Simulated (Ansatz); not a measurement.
# F on Ta(110): change of the work function, part 2 of 4

How does F on the hollow site change the work function of Ta(110) as the layer fills?

Ansatz 0.2.0; plane-wave DFT, PBE, Ansatz PAW.

So far, work function, upper face (eV): step 2 (the clean slab) 4.77.

### 3. Adsorbate added, k-mesh 4×4×1, coverage 0.111 ML

System of this step: Ta36F (F/Ta(110)). The cell holds 37 atoms: 36 Ta and 1 F. Cell: a = 8.600 Å, b = 8.600 Å, c = 26.646 Å, α = 90.0°, β = 90.0°, γ = 70.5°. Vacuum lies along c.

The clean slab as it ended is repeated in the plane and the adsorbate is set on one face; the cell's size fixes the coverage, and the k-mesh shrinks with it to keep the sampling density about even. Adsorbate and upper layers relax, since the dipole depends on the height.

Contents of input.yaml:

```yaml
crystal:
  lattice:
    - [7.0215703371, -4.965, 0.0]
    - [7.0215703371, 4.965, 0.0]
    - [0.0, 0.0, 26.6455904908]
  atoms:
    - { symbol: Ta, position: [0.0, 0.0, 0.3377669563] }
    - { symbol: Ta, position: [0.1666666667, 0.1666666667, 0.4256060098] }
    - { symbol: Ta, position: [0.0, 0.0, 0.5135350673] }
    - { symbol: Ta, position: [0.1666666667, 0.1666666667, 0.597952486] }
    - { symbol: Ta, position: [0.0, 0.3333333333, 0.3377669563] }
    - { symbol: Ta, position: [0.1666666667, 0.5, 0.4256060098] }
    - { symbol: Ta, position: [0.0, 0.3333333333, 0.5135350673] }
    - { symbol: Ta, position: [0.1666666667, 0.5, 0.597952486] }
    - { symbol: Ta, position: [0.0, 0.6666666667, 0.3377669563] }
    - { symbol: Ta, position: [0.1666666667, 0.8333333333, 0.4256060098] }
    - { symbol: Ta, position: [0.0, 0.6666666667, 0.5135350673] }
    - { symbol: Ta, position: [0.1666666667, 0.8333333333, 0.597952486] }
    - { symbol: Ta, position: [0.3333333333, 0.0, 0.3377669563] }
    - { symbol: Ta, position: [0.5, 0.1666666667, 0.4256060098] }
    - { symbol: Ta, position: [0.3333333333, 0.0, 0.5135350673] }
    - { symbol: Ta, position: [0.5, 0.1666666667, 0.597952486] }
    - { symbol: Ta, position: [0.3333333333, 0.3333333333, 0.3377669563] }
    - { symbol: Ta, position: [0.5, 0.5, 0.4256060098] }
    - { symbol: Ta, position: [0.3333333333, 0.3333333333, 0.5135350673] }
    - { symbol: Ta, position: [0.5, 0.5, 0.597952486] }
    - { symbol: Ta, position: [0.3333333333, 0.6666666667, 0.3377669563] }
    - { symbol: Ta, position: [0.5, 0.8333333333, 0.4256060098] }
    - { symbol: Ta, position: [0.3333333333, 0.6666666667, 0.5135350673] }
    - { symbol: Ta, position: [0.5, 0.8333333333, 0.597952486] }
    - { symbol: Ta, position: [0.6666666667, 0.0, 0.3377669563] }
    - { symbol: Ta, position: [0.8333333333, 0.1666666667, 0.4256060098] }
    - { symbol: Ta, position: [0.6666666667, 0.0, 0.5135350673] }
    - { symbol: Ta, position: [0.8333333333, 0.1666666667, 0.597952486] }
    - { symbol: Ta, position: [0.6666666667, 0.3333333333, 0.3377669563] }
    - { symbol: Ta, position: [0.8333333333, 0.5, 0.4256060098] }
    - { symbol: Ta, position: [0.6666666667, 0.3333333333, 0.5135350673] }
    - { symbol: Ta, position: [0.8333333333, 0.5, 0.597952486] }
    - { symbol: Ta, position: [0.6666666667, 0.6666666667, 0.3377669563] }
    - { symbol: Ta, position: [0.8333333333, 0.8333333333, 0.4256060098] }
    - { symbol: Ta, position: [0.6666666667, 0.6666666667, 0.5135350673] }
    - { symbol: Ta, position: [0.8333333333, 0.8333333333, 0.597952486] }
    - { symbol: F, position: [0.28, 0.28, 0.6622330437] }
kpoints:
  mp_grid: { grid: [4, 4, 1] }
hamiltonian:
  xc: pbe
scf:
  occupations: { method: fermi_dirac, width: 0.1 }
  convergence: { dr2_threshold: 1.0e-08 }
efield:
  axis: 3
  dipole_correction: true
  ramp_position: 0.97
  ramp_width: 0.06
relax:
  f_tol: 0.02
  max_steps: 60
  constraints:
    - { sites: [0, 1, 4, 5, 8, 9, 12, 13, 16, 17, 20, 21, 24, 25, 28, 29, 32, 33] }
output:
  write_potential: true
  write_density: true
  volumetric_format: npy
```

The run is started by

```
> ansatz run input.yaml --threads 4 --pin off --max-ram 16384MiB --backend cpu --events-out ev --progress --plain --runs-dir out
```

Log:

```text
[...]
Crystal: 37 atoms, lattice volume = 1857.842 Å³
Basis set: ecut = 420 eV, 36379 PW (Γ), exchange–correlation on 120×120×360 points (8 copies of the dense FFT grid, shifted against one another)
Bands: 285, of which v1, the nominal top of the filled ones, is band 238 counted from 1 (237 counted from 0)
Symmetry: 2 space group operations
[...]
k-points: 7 of 16 (time reversal used)
[...]
SCF iter   1: F=—  HF=-358351.261004 eV  |F-HF|=—  |Δ(HF+E_count)|=         —  Δρ=6.52e-3  dr2=1.56e1  ethr=1.77e-3  p=-0.023 e·Å  D=-2.27e-3 V/Å  ΔV_dip=0.06 eV  dr2_dipole=3.62e-2  V_vac-E_F(+/−)=5.06/5.00 eV  ⟨swp⟩=13.7  Hψ=10641  notcnv=0
[...]
SCF iter  10: F=-358350.744763 eV  HF=-358350.744763 eV  |F-HF|=1.09e-8  |Δ(HF+E_count)|=   3.97e-8  Δρ=1.90e-7  dr2=2.25e-9  ethr=2.11e-12  p=-0.015 e·Å  D=-1.50e-3 V/Å  ΔV_dip=0.04 eV  dr2_dipole=1.59e-11  V_vac-E_F(+/−)=4.85/4.81 eV  ⟨swp⟩=10.6  Hψ=13751  notcnv=0
SCF 1 converged in 10 iterations: F = -358350.744763 eV  dr2 = 2.25e-9
[...]
relax step   1: F+E_penalty+E_count = -358350.74476312 eV  Δ(F+E_penalty+E_count) = +0.000e0 eV  max|allowed force component| = 1.677e0 eV/Å  Δτ_max = 0.0000 Å  (10 SCF iters, accepted)
[...]
SCF iter  10: F=-358351.030436 eV  HF=-358351.030436 eV  |F-HF|=5.12e-9  |Δ(HF+E_count)|=   3.94e-8  Δρ=1.60e-7  dr2=8.25e-10  ethr=2.11e-12  p=0.049 e·Å  D=4.76e-3 V/Å  ΔV_dip=-0.13 eV  dr2_dipole=4.15e-12  V_vac-E_F(+/−)=4.69/4.81 eV  ⟨swp⟩=11.0  Hψ=14026  notcnv=0
SCF 2 converged in 10 iterations: F = -358351.030436 eV  dr2 = 8.25e-10
[...]
relax step   2: F+E_penalty+E_count = -358351.03043608 eV  Δ(F+E_penalty+E_count) = -2.857e-1 eV  max|allowed force component| = 3.434e-1 eV/Å  Δτ_max = 0.1949 Å  (10 SCF iters, accepted)
SCF iter   1: F=—  HF=-358351.121124 eV  |F-HF|=—  |Δ(HF+E_count)|=         —  Δρ=2.46e-3  dr2=3.08e-1  ethr=1.11e-3  p=0.049 e·Å  D=4.76e-3 V/Å  ΔV_dip=-0.13 eV  dr2_dipole=2.27e-2  V_vac-E_F(+/−)=4.69/4.81 eV  ⟨swp⟩=4.4  Hψ=3784  notcnv=0  defer=2
[...]
SCF iter   9: F=-358351.095117 eV  HF=-358351.095117 eV  |F-HF|=1.15e-8  |Δ(HF+E_count)|=   3.56e-8  Δρ=2.89e-7  dr2=3.54e-9  ethr=2.11e-12  p=0.057 e·Å  D=5.54e-3 V/Å  ΔV_dip=-0.15 eV  dr2_dipole=7.69e-10  V_vac-E_F(+/−)=4.67/4.81 eV  ⟨swp⟩=11.0  Hψ=14607  notcnv=0
SCF 3 converged in 9 iterations: F = -358351.095117 eV  dr2 = 3.54e-9
relax step   3: F+E_penalty+E_count = -358351.09511660 eV  Δ(F+E_penalty+E_count) = -6.468e-2 eV  max|allowed force component| = 1.406e-1 eV/Å  Δτ_max = 0.1102 Å  (9 SCF iters, accepted)
[...]
relax step   4: F+E_penalty+E_count = -358351.09927583 eV  Δ(F+E_penalty+E_count) = -4.159e-3 eV  max|allowed force component| = 1.007e-1 eV/Å  Δτ_max = 0.0134 Å  (7 SCF iters, accepted)
[...]
relax step   5: F+E_penalty+E_count = -358351.10221720 eV  Δ(F+E_penalty+E_count) = -2.941e-3 eV  max|allowed force component| = 6.066e-2 eV/Å  Δτ_max = 0.0444 Å  (8 SCF iters, accepted)
[...]
relax step   6: F+E_penalty+E_count = -358351.10240535 eV  Δ(F+E_penalty+E_count) = -1.882e-4 eV  max|allowed force component| = 5.520e-2 eV/Å  Δτ_max = 0.0237 Å  (7 SCF iters, accepted)
SCF iter   1: F=—  HF=-358351.103886 eV  |F-HF|=—  |Δ(HF+E_count)|=         —  Δρ=1.85e-4  dr2=1.16e-3  ethr=3.04e-6  p=0.057 e·Å  D=5.52e-3 V/Å  ΔV_dip=-0.15 eV  dr2_dipole=8.25e-6  V_vac-E_F(+/−)=4.67/4.81 eV  ⟨swp⟩=3.0  Hψ=3103  notcnv=0  defer=2
[...]
SCF iter   7: F=-358351.102817 eV  HF=-358351.102817 eV  |F-HF|=9.31e-9  |Δ(HF+E_count)|=   3.09e-8  Δρ=1.85e-7  dr2=8.66e-10  ethr=2.11e-12  p=0.058 e·Å  D=5.65e-3 V/Å  ΔV_dip=-0.15 eV  dr2_dipole=5.24e-11  V_vac-E_F(+/−)=4.66/4.81 eV  ⟨swp⟩=10.9  Hψ=14006  notcnv=0
SCF 7 converged in 7 iterations: F = -358351.102817 eV  dr2 = 8.66e-10
relax step   7: F+E_penalty+E_count = -358351.10281673 eV  Δ(F+E_penalty+E_count) = -4.114e-4 eV  max|allowed force component| = 3.561e-3 eV/Å  Δτ_max = 0.0131 Å  (7 SCF iters, accepted)
NSCF: frozen V_eff on 7 k-points
[...]
SCF converged after 7 iterations
Free energy (F): -358351.102817 eV
[...]
Internal energy: -358349.446734 eV  (E = F + TS)
E sigma→0 (E₀):  -358350.274775 eV
Entropy (-TS):   -1.656083 eV (-44.759 meV/atom)
Fermi energy:    3.653209 eV
Dipole field:    D = 0.005657 V/Å  (p = 0.058078 e·Å, saw-weighted, corrected)
Work function:   Φ+ = 4.6626 eV   Φ− = 4.8134 eV
[...]
--- Forces (eV/Å), atoms counted from 1 ---
  atom   1  Ta     0.01865203     0.00000000     0.37601110
  atom   2  Ta    -0.01374954     0.00000000    -0.37469769
  atom   3  Ta     0.00011872     0.00000000     0.00044874
  atom   4  Ta    -0.00037351     0.00000000    -0.00096009
  atom   5  Ta     0.00268821    -0.00129737     0.42632278
  atom   6  Ta     0.00284833    -0.02754567    -0.40763192
  atom   7  Ta    -0.00047673     0.00011165    -0.00115558
  atom   8  Ta    -0.00143679    -0.00078255    -0.00030946
  atom   9  Ta     0.00354483     0.01239129     0.42244934
  atom  10  Ta    -0.01765227    -0.03664411    -0.42010826
  atom  11  Ta     0.00003765    -0.00058096     0.00005055
  atom  12  Ta     0.00015065     0.00198392    -0.00062419
  atom  13  Ta     0.00268821     0.00129737     0.42632278
  atom  14  Ta     0.00284833     0.02754567    -0.40763192
  atom  15  Ta    -0.00047673    -0.00011165    -0.00115558
  atom  16  Ta    -0.00143679     0.00078255    -0.00030946
  atom  17  Ta     0.00417089     0.00000000     0.45093565
  atom  18  Ta    -0.00959919     0.00000000    -0.43641933
  atom  19  Ta     0.00024999     0.00000000     0.00141016
  atom  20  Ta    -0.00105869     0.00000000     0.00182169
  atom  21  Ta     0.00159434     0.00304933     0.44045696
  atom  22  Ta     0.02413680     0.04711460    -0.46366920
  atom  23  Ta    -0.00055087     0.00056903    -0.00049029
  atom  24  Ta     0.00356131    -0.00101018     0.00009246
  atom  25  Ta     0.00354483    -0.01239129     0.42244934
  atom  26  Ta    -0.01765227     0.03664411    -0.42010826
  atom  27  Ta     0.00003765     0.00058096     0.00005055
  atom  28  Ta     0.00015065    -0.00198392    -0.00062419
  atom  29  Ta     0.00159434    -0.00304933     0.44045696
  atom  30  Ta     0.02413680    -0.04711460    -0.46366920
  atom  31  Ta    -0.00055087    -0.00056903    -0.00049029
  atom  32  Ta     0.00356131     0.00101018     0.00009246
  atom  33  Ta    -0.00344871     0.00000000     0.41227399
  atom  34  Ta    -0.02995877     0.00000000    -0.42258603
  atom  35  Ta    -0.00062193     0.00000000    -0.00081704
  atom  36  Ta    -0.00100432     0.00000000     0.00055802
  atom  37  F     -0.00027117     0.00000000     0.00124024
  max |Σ_I F_I| component: 1.42e-5 eV/Å
--- Band table (eV; the first three rows and the last of 7) ---
  k-point 0: bands = [... 234 lower, 3.5621, 3.5809, 3.5898, 3.5946, 3.6085, 3.6110, 3.8558, 3.8986, ... 43 higher]
  k-point 1: bands = [... 234 lower, 3.4831, 3.5342, 3.5933, 3.6787, 3.7367, 3.7922, 3.8278, 3.8689, ... 43 higher]
  k-point 2: bands = [... 234 lower, 3.5238, 3.5757, 3.6362, 3.6670, 3.6711, 3.6941, 3.7221, 3.7664, ... 43 higher]
  k-point 6: bands = [... 234 lower, 3.4977, 3.4986, 3.5014, 3.6392, 3.6442, 3.6686, 3.7465, 3.7584, ... 43 higher]
--- Relaxed structure (7 steps of the walk, 7 accepted, 0 SCFs on fresh bases) ---
  F+E_penalty+E_count = -358351.10281673 eV   max|allowed force component| = 3.561e-3 eV/Å
  atoms:
    - { symbol: Ta, position: [0.0, 0.0, 0.337767] }
    - { symbol: Ta, position: [0.1666666667, 0.1666666667, 0.425606] }
    - { symbol: Ta, position: [-0.000471741, -0.000471741, 0.513523] }
    - { symbol: Ta, position: [0.159565, 0.159565, 0.598404] }
    - { symbol: Ta, position: [0.0, 0.3333333333, 0.337767] }
    - { symbol: Ta, position: [0.1666666667, 0.5, 0.425606] }
    - { symbol: Ta, position: [-0.000201561, 0.332254, 0.513497] }
    - { symbol: Ta, position: [0.164872, 0.501579, 0.599766] }
    - { symbol: Ta, position: [0.0, 0.6666666667, 0.337767] }
    - { symbol: Ta, position: [0.166667, 0.833333, 0.425606] }
    - { symbol: Ta, position: [-4.017167e-5, 0.667046, 0.513158] }
    - { symbol: Ta, position: [0.165236, 0.830222, 0.598624] }
    - { symbol: Ta, position: [0.3333333333, 0.0, 0.337767] }
    - { symbol: Ta, position: [0.5, 0.1666666667, 0.425606] }
    - { symbol: Ta, position: [0.332254, -0.000201561, 0.513497] }
    - { symbol: Ta, position: [0.501579, 0.164872, 0.599766] }
    - { symbol: Ta, position: [0.3333333333, 0.3333333333, 0.337767] }
    - { symbol: Ta, position: [0.5, 0.5, 0.425606] }
    - { symbol: Ta, position: [0.333053, 0.333053, 0.514617] }
    - { symbol: Ta, position: [0.505595, 0.505595, 0.597003] }
    - { symbol: Ta, position: [0.333333, 0.6666666667, 0.337767] }
    - { symbol: Ta, position: [0.5, 0.833333, 0.425606] }
    - { symbol: Ta, position: [0.332711, 0.666362, 0.513671] }
    - { symbol: Ta, position: [0.498854, 0.835688, 0.597371] }
    - { symbol: Ta, position: [0.6666666667, 0.0, 0.337767] }
    - { symbol: Ta, position: [0.833333, 0.166667, 0.425606] }
    - { symbol: Ta, position: [0.667046, -4.017167e-5, 0.513158] }
    - { symbol: Ta, position: [0.830222, 0.165236, 0.598624] }
    - { symbol: Ta, position: [0.6666666667, 0.333333, 0.337767] }
    - { symbol: Ta, position: [0.833333, 0.5, 0.425606] }
    - { symbol: Ta, position: [0.666362, 0.332711, 0.513671] }
    - { symbol: Ta, position: [0.835688, 0.498854, 0.597371] }
    - { symbol: Ta, position: [0.6666666667, 0.6666666667, 0.337767] }
    - { symbol: Ta, position: [0.8333333333, 0.8333333333, 0.425606] }
    - { symbol: Ta, position: [0.666949, 0.666949, 0.513436] }
    - { symbol: Ta, position: [0.833572, 0.833572, 0.597613] }
    - { symbol: F, position: [0.286105, 0.286105, 0.650979] }
```

Elapsed: 17 min, on 4 threads of Arm Neoverse V1, shared host; peak memory 9.5 GiB; 70 min of CPU time.

This run has no spin polarisation although its electron count is odd.

Step by step:

| step | energy less that of the first step (eV) | largest force component (eV/Å) |
| --- | --- | --- |
| 1 | 0.0000 | 1.6771 |
| 2 | -0.2857 | 0.3434 |
| 3 | -0.3504 | 0.1406 |
| 4 | -0.3545 | 0.1007 |
| 5 | -0.3575 | 0.0607 |
| 6 | -0.3576 | 0.0552 |
| 7 | -0.3581 | 0.0036 |

Forces are held to the 2 operations that the program found; a distortion that breaks them can't arise in this run.

The atoms that moved most (Å):

| atom | dx | dy | dz | length |
| --- | --- | --- | --- | --- |
| F37 | 0.086 | 0.000 | -0.300 | 0.312 |
| Ta4 | -0.100 | 0.000 | 0.012 | 0.100 |
| Ta20 | 0.079 | 0.000 | -0.025 | 0.083 |
| Ta16 | -0.002 | -0.017 | 0.048 | 0.051 |
| Ta8 | -0.002 | 0.017 | 0.048 | 0.051 |
| Ta28 | -0.032 | 0.008 | 0.018 | 0.038 |
| Ta12 | -0.032 | -0.008 | 0.018 | 0.038 |
| Ta19 | -0.004 | 0.000 | 0.029 | 0.029 |

Final coordinates:

```xyz
37
Lattice="7.0216 -4.9650 0.0000 7.0216 4.9650 0.0000 0.0000 0.0000 26.6456" Properties=species:S:1:pos:R:3
Ta    0.0000    0.0000    9.0000
Ta    2.3405    0.0000   11.3405
Ta   -0.0066    0.0000   13.6831
Ta    2.2408    0.0000   15.9448
Ta    2.3405    1.6550    9.0000
Ta    4.6810    1.6550   11.3405
Ta    2.3315    1.6506   13.6824
Ta    4.6795    1.6718   15.9811
Ta    4.6810    3.3100    9.0000
Ta    7.0216    3.3100   11.3405
Ta    4.6834    3.3121   13.6734
Ta    6.9897    3.3017   15.9507
Ta    2.3405   -1.6550    9.0000
Ta    4.6810   -1.6550   11.3405
Ta    2.3315   -1.6506   13.6824
Ta    4.6795   -1.6718   15.9811
Ta    4.6810    0.0000    9.0000
Ta    7.0216    0.0000   11.3405
Ta    4.6771    0.0000   13.7123
Ta    7.1001    0.0000   15.9075
Ta    7.0216    1.6550    9.0000
Ta    9.3621    1.6550   11.3405
Ta    7.0151    1.6566   13.6871
Ta    9.3706    1.6724   15.9173
Ta    4.6810   -3.3100    9.0000
Ta    7.0216   -3.3100   11.3405
Ta    4.6834   -3.3121   13.6734
Ta    6.9897   -3.3017   15.9507
Ta    7.0216   -1.6550    9.0000
Ta    9.3621   -1.6550   11.3405
Ta    7.0151   -1.6566   13.6871
Ta    9.3706   -1.6724   15.9173
Ta    9.3621    0.0000    9.0000
Ta   11.7026    0.0000   11.3405
Ta    9.3661    0.0000   13.6808
Ta   11.7060    0.0000   15.9237
F     4.0178    0.0000   17.3457
```

Numbers from this step:

```yaml
energy_at_zero_smearing: -358350.2748 eV
work_function_upper_face: 4.663 eV
work_function_lower_face: 4.813 eV
dipole_along_the_normal: 0.05808 e·Å
step_between_the_vacuum_levels: -0.1507 eV
```

Running mean over 2.341 Å of the planar mean; the ramp of the sawtooth is left out. The electron's electrostatic potential energy less the Fermi level by z:

z (Å), electron's electrostatic potential energy less the Fermi level (eV) and a bar from the least value:
```
      3.5        4.8 ##############################
      4.0        4.8 ##############################
      4.5        4.8 ##############################
      5.0        4.8 ##############################
      5.5        4.8 ##############################
      6.0        4.6 ##############################
      6.5        4.2 #############################
      7.0        3.0 ##########################
      7.5       -0.3 ####################
      8.0       -5.2 ###########
      8.5       -8.9 ####
      9.0      -10.1 #
      9.5      -10.1 #
     10.0      -10.0 #
     10.5      -10.0 ##
     11.0      -10.0 ##
     11.5      -10.0 ##
     12.0      -10.0 ##
     12.5       -9.9 ##
     13.0       -9.9 ##
     13.5      -10.0 ##
     14.0      -10.2 #
     14.5      -10.7 
     15.0      -10.8 
     15.5      -10.6 
     16.0      -10.3 #
     16.5       -9.0 ###
     17.0       -5.1 ###########
     17.5       -0.2 ####################
     18.0        2.7 ##########################
     18.5        4.0 ############################
     19.0        4.5 #############################
     19.5        4.6 ##############################
     20.0        4.6 ##############################
     20.5        4.7 ##############################
     21.0        4.7 ##############################
     21.5        4.7 ##############################
     22.0        4.7 ##############################
     22.5        4.7 ##############################
     23.0        4.7 ##############################
     23.5        4.7 ##############################
```

The relaxation took 7 steps and lowered the energy by 0.36 eV; the largest force on the free atoms ends at 0.0036 eV/Å.

The covered face has 4.66 eV, -0.10 eV against the clean one; the bare back face has moved by -0.00 eV, a measure of how thin the slab is.

(Continued in part 3 of 4.)

[Long decimals in the printed logs are rounded to 6 places.]

[Logs are printed without paths, hosts, clocks, repeated set-up lines and the standing remarks that a program may print on its own settings, such as how far it seeks lower states.]

[Hosts, paths, dates, database ids (printed as entryN), source tags and the programs' standing remarks are cut or masked in the printed files.]

[Maps of the electrostatic potential energy from Ansatz leave out the sawtooth potential of an applied field or a dipole correction, so their vacuum need not be flat; planar profiles and work functions include it.]
